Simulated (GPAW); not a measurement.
# Near-edge structure at the Se K edge of CuSe2 (Pnnm), part 2 of 3

How does the Se K edge of CuSe2 (Pnnm) move when the bonds are compressed or stretched?

GPAW 26.7.0; X-ray absorption from dipole matrix elements to empty bands, plane-wave PAW LDA.

So far. Step 2 (The field without a hole): The mesh shows no gap, so the system is treated as a metal and the core electron is put at the Fermi level (neutral cell).

## 4. Spectrum with XCH, Se atom 1

The holes are 6.3 Å apart. In GPAW the data set carries the hole's charge, so charge=0 means a charged cell and charge=-1 a neutral one. The excited electron is kept in the cell, where it fills the lowest empty states and screens the hole. After the field has converged, empty bands are computed with the density fixed and the dipole matrix elements are summed.

The absorber has 1 Se at 2.33 Å and 3 Cu at 2.56 Å (distorted tetrahedral, site symmetry m).

The input, xas.py:

```python
import numpy as np
from ase import Atoms
from ase.parallel import parprint, paropen
from gpaw import GPAW, PW, FermiDirac, Mixer, MixerDif, setup_paths
from gpaw.test import gen
setup_paths.insert(0, '.')
gen('Se', name='fch1s', xcname='LDA', corehole=(1, 0, 1), write_xml=True)
from gpaw.mpi import world
world.barrier()

atoms = Atoms('Se8Cu4',
    cell=[[-5.0252, 0, -3.7447],
     [5.0252, 0, -3.7447],
     [0, -6.1941, -3.7447]],
    scaled_positions=[[0.4658, 0.1493, 0.8849],
     [0.9658, 0.6493, 0.8849],
     [0.0342, 0.3507, 0.1151],
     [0.5342, 0.8507, 0.1151],
     [0.1007, 0.2842, 0.6151],
     [0.6007, 0.7842, 0.6151],
     [0.8993, 0.7158, 0.3849],
     [0.3993, 0.2158, 0.3849],
     [0.75, 0.25, 0.5],
     [0.25, 0.75, 0.5],
     [0, 0, 0],
     [0.5, 0.5, 0]],
    pbc=True)
atoms.calc = calc = GPAW(legacy_gpaw=True, mode=PW(430, force_complex_dtype=True), xc='LDA', setups={0: 'fch1s'},
    kpts={'size': (3, 3, 3), 'gamma': True}, occupations=FermiDirac(0.1),
    charge=-1, mixer=Mixer(0.1, 5, 50), maxiter=150,
    convergence={'density': 0.0001, 'eigenstates': 1e-6}, txt='scf.txt')
energy = atoms.get_potential_energy() + calc.get_reference_energy()
ef = calc.get_fermi_level()
out = dict(energy=energy, fermi=ef, forces=atoms.get_forces().tolist())
parprint(f'all-electron energy {energy:.4f} eV, Fermi level {ef:.4f} eV')
ev = np.array([[calc.get_eigenvalues(k, s) for k in range(len(calc.get_ibz_k_points()))] for s in range(calc.get_number_of_spins())])
out['homo'], out['lumo'], out['counts'] = ev[ev < ef].max(), ev[ev > ef].min(), sorted(set((ev < ef).sum((0, 2)).tolist()))
out['filled'] = (ev[:, 0] < ef).sum(1).tolist()

from ase.units import Ha
from gpaw.xas import dipole_matrix_elements
nb = int(calc.get_number_of_electrons() / 2) + 141
top, nb = nb, nb + 8 + nb // 12
nscf = calc.fixed_density(kpts={'size': (3, 3, 3), 'gamma': True}, nbands=nb,
    convergence={'bands': top, 'eigenstates': 5e-3}, maxiter=60, txt='nscf.txt')
cell = atoms.cell.array
ops = [cell.T @ U.T @ np.linalg.inv(cell.T) for U in nscf.wfs.kd.symmetry.op_scc]
E = np.arange(-6, 34, 0.1)
fwhm = np.interp(E, [4, 25], [2.33, 3.5])
Y, X, zero, highest = 0, 0, 1e9, 1e9
for spin in range(nscf.get_number_of_spins()):
    wfs = nscf.wfs
    mine = wfs.bd.get_slice()  # this rank's bands
    A = dipole_matrix_elements(wfs.setups[0])
    eps = np.zeros((wfs.kd.nibzkpts, nb))
    d = np.zeros((3, A.shape[1], wfs.kd.nibzkpts, nb), complex)
    for kpt in wfs.kpt_u:
        if kpt.s == spin and 0 in kpt.P_ani:
            eps[kpt.k, mine] = kpt.eps_n * Ha
            d[:, :, kpt.k, mine] = (kpt.weight * wfs.nspins / 2) ** 0.5 * np.inner(A, kpt.P_ani[0])
    world.sum(eps)
    world.sum(d)
    T = np.einsum('amkn,bmkn->abkn', d, d.conj()).real
    T = sum(np.einsum('ai,ijkn,bj->abkn', R, T, R) for R in ops) / len(ops)
    empty = eps > ef
    zero, highest = min(zero, eps[empty].min()), min(highest, eps[:, top - 1].min())
    lines = [(eps, T, empty)] if spin == 0 else lines + [(eps, T, empty)]
for eps, T, empty in lines:
    f = np.einsum('aakn->akn', T).reshape(3, -1)
    x = eps.ravel() - zero
    w = np.interp(x, E, fwhm) / 2.35482
    g = np.exp(-0.5 * ((E[:, None] - x) / w) ** 2) / (w * (2 * np.pi) ** 0.5)
    Y = Y + (f * empty.ravel()) @ g.T
    X = X + (f * ~empty.ravel()) @ g.T
out.update(E=E.round(2).tolist(), xas=Y.tolist(), xes=X.tolist(), zero=zero, valid=highest - zero, nk=len(eps), nb=nb)
for i in range(0, len(E), 10):
    parprint(f'{E[i]:7.2f}', *(f'{v:10.3e}' for v in Y[:, i]))
import json
with paropen('out.json', 'w') as f:
    json.dump(out, f)
```

Run with:

```
OMP_NUM_THREADS=1 mpirun -n 4 gpaw python xas.py
```

Numbers of over 12 decimals in the logs are rounded to 6 here.

The log of the run:

```text
Input parameters:
  charge: -1
  convergence: {density: 0.0001,
                eigenstates: 1e-06}
  kpts: {gamma: True,
         size: (3, 3, 3)}
  maxiter: 150
  mixer: {backend: pulay,
          beta: 0.1,
          method: separate,
          nmaxold: 5,
          weight: 50}
  mode: {ecut: 430.0,
         force_complex_dtype: True,
         name: pw}
  occupations: {fixmagmom: False,
                name: fermi-dirac,
                width: 0.1}
  setups: {0: fch1s}

Initialize ...

[... PAW data sets ...]

Reference energy: -695260.594763  # eV

Spin-paired calculation

[... convergence settings ...]
Symmetries present (total): 1
  [... symmetry matrices ...]

27 k-points: 3 x 3 x 3 Monkhorst-Pack grid
14 k-points in the irreducible part of the Brillouin zone
       k-points in crystal coordinates                weights
   0:     0.00000000    0.00000000    0.00000000          1/27
   1:     0.00000000    0.00000000    0.33333333          2/27
   2:     0.00000000    0.33333333   -0.33333333          2/27
   3:     0.00000000    0.33333333    0.00000000          2/27
   4:     0.00000000    0.33333333    0.33333333          2/27
   5:     0.33333333   -0.33333333   -0.33333333          2/27
   6:     0.33333333   -0.33333333    0.00000000          2/27
   7:     0.33333333   -0.33333333    0.33333333          2/27
   8:     0.33333333    0.00000000   -0.33333333          2/27
   9:     0.33333333    0.00000000    0.00000000          2/27
          ...
  13:     0.33333333    0.33333333    0.33333333          2/27

Wave functions: Plane wave expansion
  Cutoff energy: 430.000 eV
  Number of coefficients (min, max): 4712, 4761
  Pulay-stress correction: 0.000000 eV/Ang^3 (de/decut=0.000000)
  Using FFTW library
  Wavefunction extrapolation:
    Improved wavefunction reuse through dual PAW basis

Occupation numbers: Fermi-Dirac:
  width: 0.1000  # eV

Eigensolver
   Davidson(niter=2)

Densities:
  Coarse grid: 30*30*35 grid
  Fine grid: 60*60*70 grid
  Total Charge: 0.000000

Density mixing:
  Method: separate
  Backend: pulay
  Linear mixing parameter: 0.1
  old densities: 5
  Width of damping distribution: 1.1
  Damping of long wavelength oscillations: 50

[... Hamiltonian set-up ...]
Number of atoms: 12
Number of atomic orbitals: 68
Number of bands in calculation: 60
Number of valence electrons: 93
Bands to converge: occupied

... initialized

Initializing position-dependent things.

Density initialized from atomic densities
Creating initial wave functions:
  60 bands from LCAO basis set

                 Cu

                    Se

                 Cu

             Se
                 Se Se
         Cu          Cu

         Se  Se
                 Se

         Se

Atomic positions and initial magnetic moments

Positions:
   0 Se    -1.590476   -5.481159   -5.617050    ( 0.0000,  0.0000,  0.0000)
   1 Se    -1.590476   -5.481159   -9.361750    ( 0.0000,  0.0000,  0.0000)
   2 Se     1.590476   -0.712941   -1.872350    ( 0.0000,  0.0000,  0.0000)
   3 Se     1.590476   -0.712941   -5.617050    ( 0.0000,  0.0000,  0.0000)
   4 Se     0.922124   -3.809991   -3.744700    ( 0.0000,  0.0000,  0.0000)
   5 Se     0.922124   -3.809991   -7.489400    ( 0.0000,  0.0000,  0.0000)
   6 Se    -0.922124   -2.384109   -7.489400    ( 0.0000,  0.0000,  0.0000)
   7 Se    -0.922124   -2.384109   -3.744700    ( 0.0000,  0.0000,  0.0000)
   8 Cu    -2.512600   -3.097050   -5.617050    ( 0.0000,  0.0000,  0.0000)
   9 Cu     2.512600   -3.097050   -5.617050    ( 0.0000,  0.0000,  0.0000)
  10 Cu     0.000000    0.000000    0.000000    ( 0.0000,  0.0000,  0.0000)
  11 Cu     0.000000    0.000000   -3.744700    ( 0.0000,  0.0000,  0.0000)

Unit cell:
           periodic     x           y           z      points  spacing
  1. axis:    yes   -5.025200    0.000000   -3.744700    30     0.1801
  2. axis:    yes    5.025200    0.000000   -3.744700    30     0.1801
  3. axis:    yes    0.000000   -6.194100   -3.744700    35     0.1770

  Lengths:   6.267010   6.267010   7.238070
  Angles:   71.992773  71.992773 106.614201

Effective grid spacing dv^(1/3) = 0.1949

iter:   1   -71.408788
iter:   2   -66.375224   -0.66  -1.10
iter:   3   -63.609041   -0.86  -1.26
iter:   4   -63.206864   -2.25  -1.38
iter:   5   -63.027006   -1.72  -1.45
iter:   6   -62.995243   -1.58  -1.64
iter:   7   -62.960458   -1.70  -1.81
iter:   8   -62.839402   -2.26  -2.10
iter:   9   -62.748082   -2.44  -2.30
iter:  10   -62.739639   -3.22  -2.63
iter:  11   -62.739489c  -3.64  -2.80
iter:  12   -62.737226c  -4.26  -2.96
iter:  13   -62.736996c  -4.90  -3.13
iter:  14   -62.737159c  -4.98  -3.34
iter:  15   -62.737024c  -5.54  -3.49
iter:  16   -62.737011c  -6.30c -3.61
iter:  17   -62.737021c  -6.57c -3.63
iter:  18   -62.737011c  -6.91c -3.74
iter:  19   -62.737028c  -6.61c -3.78
iter:  20   -62.737022c  -7.30c -4.05c

Converged after 20 iterations.

Dipole moment: (-0.092584, -0.274575, -0.061985) |e|*Ang

Energy contributions relative to reference atoms: (reference = -695260.594763)

Kinetic:        +32.365552
Potential:      -40.013969
External:        +0.000000
XC:             -55.009296
Entropy (-ST):   -0.165346
Local:           +0.003364
SIC:             +0.000000
--------------------------
Free energy:    -62.819695
Extrapolated:   -62.737022

Showing only first 2 kpts
 Kpt  Band  Eigenvalues  Occupancy
  0    44      6.54112    1.38685
  0    45      6.98165    0.05376
  0    46      7.14819    0.01039
  0    47      7.33534    0.00161

  1    44      6.92045    0.09694
  1    45      7.03256    0.03266
  1    46      7.16510    0.00878
[...]
Fermi level: 6.62274

No gap
No difference between direct/indirect transitions

Forces in eV/Ang:
  0 Se    0.72446    0.44548   -0.00000
  1 Se    0.41443    0.28613   -0.00000
  2 Se   -0.50782   -0.16292    0.00000
  3 Se   -1.28788   -0.87641    0.00000
  4 Se    0.47320   -0.27259   -0.06908
  5 Se    0.47320   -0.27260    0.06908
  6 Se   -0.45453    0.28744    0.00901
  7 Se   -0.45453    0.28744   -0.00901
  8 Cu   -0.13158    0.46982   -0.00000
  9 Cu   -0.03732    0.03214    0.00000
 10 Cu    0.39461   -0.11091    0.37408
 11 Cu    0.39461   -0.11091   -0.37408
Scalar-relativistic atomic LDA calculation for Se (Selenium, Z=34)
Core hole in 1s state (1s occupation: 1.0)
600 radial gridpoints.
|------------------------------------------------|
|------------------------------------------------|
[... the atom generator's iteration count ...]

Energy contributions:
-------------------------
Kinetic:    +1992.176532
XC:           -74.936171
Potential:  -3877.301897
-------------------------
Total:      -1960.061536

state      eigenvalue         ekin         rmax
-----------------------------------------------
1s^1.0 :  -473.814066   594.491378        0.029
2s^2.0 :   -62.777713   119.273514        0.162
2p^6.0 :   -56.419235   117.661311        0.128
3s^2.0 :    -8.945456    28.579454        0.490
3p^6.0 :    -6.765340    26.386029        0.482
3d^10.0:    -2.900021    21.587394        0.429
4s^2.0 :    -1.105925     4.504829        1.414
4p^4.0 :    -0.649487     3.202895        1.619
-----------------------------------------------
(units: Bohr and Hartree)

Generating PAW setup
Kinetic energy of the core from tauc = 1992.701229521997
Cutoffs:
rc(s)=1.600
rc(p)=1.900
rc(d)=1.600
rc(vbar)=1.440
rc(comp)=1.600
rc(nct)=1.900

Kinetic energy of the core states: 1970.355293
Charge: 1.0
Core electrons: 27.0
Valence electrons: 6.0
Pseudo-core charge: 0.688517
Shape function alpha=3.906
Pseudo-electron charge 7.123653
state    eigenvalue         norm
--------------------------------
4s(2) :    -1.105925     1.147115
*s    :    -0.105925
4p(4) :    -0.649487     1.035227
*p    :     0.350513
*d    :     0.000000
--------------------------------

Diagonalizing with gridspacing h=0.050

state   all-electron     PAW
-------------------------------
4s:      -1.105925    -1.106630
4p:      -0.649487    -0.650084
*d:                   -0.134651
*f:                   -0.017877
-------------------------------
all-electron energy -695323.3318 eV, Fermi level 6.6227 eV
[...]
31.00  7.975e-08  7.817e-08  8.781e-08
  32.00  8.378e-08  7.652e-08  9.340e-08
  33.00  8.680e-08  8.185e-08  9.636e-08
```

Elapsed: 94 s, on 4 MPI ranks of Arm Neoverse V2, shared host; peak memory 0.4 GiB.

The Se K spectrum, Se atom 1, excited-electron core hole (neutral cell) (energy from the lowest empty level; intensity scaled to a mean of 1 over the first 20 eV; polarised curves are means over the symmetry-equivalent atoms):

| E (eV) | isotropic | ε ∥ x | ε ∥ y | ε ∥ z |
| --- | --- | --- | --- | --- |
| -2.0 | 0.05 | 0.08 | 0.05 | 0.03 |
| -1.0 | 0.40 | 0.64 | 0.38 | 0.17 |
| 0.0 | 1.26 | 2.11 | 1.26 | 0.42 |
| 1.0 | 1.67 | 2.80 | 1.72 | 0.48 |
| 2.0 | 1.05 | 1.65 | 1.10 | 0.41 |
| 3.0 | 0.64 | 0.74 | 0.64 | 0.54 |
| 4.0 | 0.75 | 0.66 | 0.78 | 0.81 |
| 5.0 | 0.81 | 0.69 | 0.89 | 0.86 |
| 6.0 | 0.89 | 0.82 | 0.92 | 0.92 |
| 7.0 | 1.13 | 1.06 | 1.14 | 1.20 |
| 8.0 | 1.35 | 1.23 | 1.38 | 1.43 |
| 9.0 | 1.41 | 1.27 | 1.46 | 1.48 |
| 10.0 | 1.35 | 1.25 | 1.37 | 1.43 |
| 11.0 | 1.22 | 1.20 | 1.18 | 1.29 |
| 12.0 | 1.06 | 1.13 | 0.98 | 1.07 |
| 13.0 | 0.91 | 1.02 | 0.85 | 0.86 |
| 14.0 | 0.80 | 0.87 | 0.78 | 0.74 |
| 15.0 | 0.73 | 0.75 | 0.75 | 0.69 |
| 16.0 | 0.73 | 0.72 | 0.75 | 0.71 |
| 17.0 | 0.78 | 0.76 | 0.80 | 0.78 |
| 18.0 | 0.81 | 0.78 | 0.81 | 0.85 |
| 19.0 | 0.81 | 0.77 | 0.78 | 0.87 |
| 20.0 | 0.81 | 0.78 | 0.79 | 0.85 |
| 21.0 | 0.85 | 0.82 | 0.86 | 0.85 |
| 22.0 | 0.89 | 0.87 | 0.93 | 0.88 |
| 23.0 | 0.90 | 0.90 | 0.90 | 0.91 |
| 24.0 | 0.89 | 0.92 | 0.84 | 0.91 |
| 25.0 | 0.90 | 0.96 | 0.83 | 0.91 |
| 26.0 | 0.93 | 0.98 | 0.89 | 0.91 |
| 27.0 | 0.94 | 0.93 | 0.95 | 0.94 |
| 28.0 | 0.93 | 0.86 | 0.98 | 0.95 |
| 29.0 | 0.91 | 0.82 | 0.97 | 0.93 |
| 30.0 | 0.91 | 0.85 | 0.93 | 0.94 |
| 31.0 | 0.92 | 0.90 | 0.88 | 0.99 |
| 32.0 | 0.95 | 0.95 | 0.86 | 1.05 |

Main maxima below 30 eV (height): 0.8 eV (1.69), 9.0 eV (1.41) and 27.0 eV (0.94). A K edge sees empty p states on the absorber.

The energy difference (zero at 12671 eV) isn't read as a photon energy: for so heavy an absorber the terms left out (the hole's spin, the functional's error) amount to tens of eV or more.

## 5. Reference energy of the supercell

The cell changes for the next run, so it gets a reference energy of its own.

The cell differs from the one that the last finished run ended in (a 6.267 → 6.139 Å, b 6.267 → 6.139 Å, c 7.238 → 7.090 Å).

The input, scf.py:

```python
import numpy as np
from ase import Atoms
from ase.parallel import parprint, paropen
from gpaw import GPAW, PW, FermiDirac, Mixer, MixerDif, setup_paths
from gpaw.test import gen
setup_paths.insert(0, '.')
gen('Se', name='nch1s', xcname='LDA', corehole=(1, 0, 0), write_xml=True)
from gpaw.mpi import world
world.barrier()

atoms = Atoms('Se8Cu4',
    cell=[[-4.92261611, 0, -3.6682561],
     [4.92261611, 0, -3.6682561],
     [0, -6.06765432, -3.6682561]],
    scaled_positions=[[0.4658, 0.1493, 0.8849],
     [0.9658, 0.6493, 0.8849],
     [0.0342, 0.3507, 0.1151],
     [0.5342, 0.8507, 0.1151],
     [0.1007, 0.2842, 0.6151],
     [0.6007, 0.7842, 0.6151],
     [0.8993, 0.7158, 0.3849],
     [0.3993, 0.2158, 0.3849],
     [0.75, 0.25, 0.5],
     [0.25, 0.75, 0.5],
     [0, 0, 0],
     [0.5, 0.5, 0]],
    pbc=True)
atoms.calc = calc = GPAW(legacy_gpaw=True, mode=PW(430, force_complex_dtype=True), xc='LDA', setups={0: 'nch1s'},
    kpts={'size': (3, 3, 3), 'gamma': True}, occupations=FermiDirac(0.1),
    charge=0, mixer=Mixer(0.1, 5, 50), maxiter=150,
    convergence={'density': 0.0001, 'eigenstates': 1e-6}, txt='scf.txt')
energy = atoms.get_potential_energy() + calc.get_reference_energy()
ef = calc.get_fermi_level()
out = dict(energy=energy, fermi=ef, forces=atoms.get_forces().tolist())
parprint(f'all-electron energy {energy:.4f} eV, Fermi level {ef:.4f} eV')
ev = np.array([[calc.get_eigenvalues(k, s) for k in range(len(calc.get_ibz_k_points()))] for s in range(calc.get_number_of_spins())])
out['homo'], out['lumo'], out['counts'] = ev[ev < ef].max(), ev[ev > ef].min(), sorted(set((ev < ef).sum((0, 2)).tolist()))
out['filled'] = (ev[:, 0] < ef).sum(1).tolist()
import json
with paropen('out.json', 'w') as f:
    json.dump(out, f)
```

Run with:

```
OMP_NUM_THREADS=1 mpirun -n 4 gpaw python scf.py
```

The log of the run:

```text
Input parameters:
  convergence: {density: 0.0001,
                eigenstates: 1e-06}
  kpts: {gamma: True,
         size: (3, 3, 3)}
  maxiter: 150
  mixer: {backend: pulay,
          beta: 0.1,
          method: separate,
          nmaxold: 5,
          weight: 50}
  mode: {ecut: 430.0,
         force_complex_dtype: True,
         name: pw}
  occupations: {fixmagmom: False,
                name: fermi-dirac,
[...]
4s(2) :    -0.642093     1.095786
*s    :     0.357907
4p(4) :    -0.244602     1.027373
*p    :     0.755398
*d    :     0.000000
--------------------------------

Diagonalizing with gridspacing h=0.050

state   all-electron     PAW
-------------------------------
4s:      -0.642093    -0.642657
4p:      -0.244602    -0.244988
*d:                    0.040490
*f:                    0.073581
-------------------------------
all-electron energy -707994.6029 eV, Fermi level 7.3171 eV
[key lines of the parts left out:]
Converged after 14 iterations.
Dipole moment: (0.000000, 0.000000, 0.000000) |e|*Ang
Free energy:    -52.908824
Fermi level: 7.31706
```

The job ended after 24 s (4 MPI ranks; peak memory 0.26 GiB).

Reference energy: -707994.603 eV with the cores included.

## 6. Spectrum with XCH, Se atom 1

Shorter bonds are expected to push antibonding states and scattering resonances up, and longer ones down; the cell is scaled to test that.

Changed against the first core-hole run: volume scale from 1 to 0.94.

xas.py: that of step 4 with these lines changed.

```diff
@@ -11,5 +11,5 @@
 atoms = Atoms('Se8Cu4',
-    cell=[[-5.0252, 0, -3.7447],
-     [5.0252, 0, -3.7447],
-     [0, -6.1941, -3.7447]],
+    cell=[[-4.92261611, 0, -3.6682561],
+     [4.92261611, 0, -3.6682561],
+     [0, -6.06765432, -3.6682561]],
     scaled_positions=[[0.4658, 0.1493, 0.8849],
@@ -41,3 +41,3 @@
 from gpaw.xas import dipole_matrix_elements
-nb = int(calc.get_number_of_electrons() / 2) + 141
+nb = int(calc.get_number_of_electrons() / 2) + 133
 top, nb = nb, nb + 8 + nb // 12
```

Run with:

```
OMP_NUM_THREADS=1 mpirun -n 4 gpaw python xas.py
```

The log of the run:

```text
Input parameters:
  charge: -1
  convergence: {density: 0.0001,
                eigenstates: 1e-06}
  kpts: {gamma: True,
         size: (3, 3, 3)}
  maxiter: 150
  mixer: {backend: pulay,
          beta: 0.1,
          method: separate,
          nmaxold: 5,
          weight: 50}
  mode: {ecut: 430.0,
         force_complex_dtype: True,
         name: pw}
  occupations: {fixmagmom: False,
[...]
*p    :     0.350513
*d    :     0.000000
--------------------------------

Diagonalizing with gridspacing h=0.050

state   all-electron     PAW
-------------------------------
4s:      -1.105925    -1.106630
4p:      -0.649487    -0.650084
*d:                   -0.134651
*f:                   -0.017877
-------------------------------
all-electron energy -695323.3243 eV, Fermi level 7.4966 eV
[...]
32.00  7.817e-08  7.648e-08  8.649e-08
  33.00  8.212e-08  7.442e-08  9.280e-08
[key lines of the parts left out:]
Converged after 17 iterations.
Dipole moment: (-0.114202, -0.304437, -0.065657) |e|*Ang
Free energy:    -62.803855
Fermi level: 7.49656
```

Wall time 82 s (4 MPI ranks); peak memory 0.39 GiB.

| E (eV) | first run | this run |
| --- | --- | --- |
| -2.0 | 0.05 | 0.04 |
| -1.0 | 0.40 | 0.35 |
| 0.0 | 1.26 | 1.17 |
| 1.0 | 1.67 | 1.64 |
| 2.0 | 1.05 | 1.09 |
| 3.0 | 0.64 | 0.63 |
| 4.0 | 0.75 | 0.71 |
| 5.0 | 0.81 | 0.81 |
| 6.0 | 0.89 | 0.88 |
| 7.0 | 1.13 | 1.08 |
| 8.0 | 1.35 | 1.28 |
| 9.0 | 1.41 | 1.35 |
| 10.0 | 1.35 | 1.32 |
| 11.0 | 1.22 | 1.25 |
| 12.0 | 1.06 | 1.14 |
| 13.0 | 0.91 | 0.99 |
| 14.0 | 0.80 | 0.87 |
| 15.0 | 0.73 | 0.78 |
| 16.0 | 0.73 | 0.73 |
| 17.0 | 0.78 | 0.76 |
| 18.0 | 0.81 | 0.80 |
| 19.0 | 0.81 | 0.81 |
| 20.0 | 0.81 | 0.79 |
| 21.0 | 0.85 | 0.79 |
| 22.0 | 0.89 | 0.84 |
| 23.0 | 0.90 | 0.87 |
| 24.0 | 0.89 | 0.86 |
| 25.0 | 0.90 | 0.85 |
| 26.0 | 0.93 | 0.87 |
| 27.0 | 0.94 | 0.90 |
| 28.0 | 0.93 | 0.91 |
| 29.0 | 0.91 | 0.90 |
| 30.0 | 0.91 | 0.87 |
| 31.0 | 0.92 | 0.87 |

Against the first run the r.m.s. difference is 4 %. The highest intensity below 24 eV goes from 0.8 eV (1.69) to 1.0 eV (1.64).

The photon energy of the zero moves by +0.15 eV.

[end of part 2 of 3]

[Banner, clock and machine lines of the logs are left out without a mark of their own.]

[Logs are printed without paths, hosts, clocks, repeated set-up lines and the standing remarks that a program may print on its own settings, such as how far it seeks lower states.]

[Hosts, paths, dates, database ids (printed as entryN), source tags and the programs' standing remarks are cut or masked in the printed files.]

[Lists of maxima count a maximum above −3 eV only where it reaches 4 % of the highest in the window and stands out from its surroundings by 2 % of it (1.5 % where it reaches 55 %); shoulders and weaker maxima are passed over, and of the rest the first, up to two pre-edge ones and the few strongest are named.]
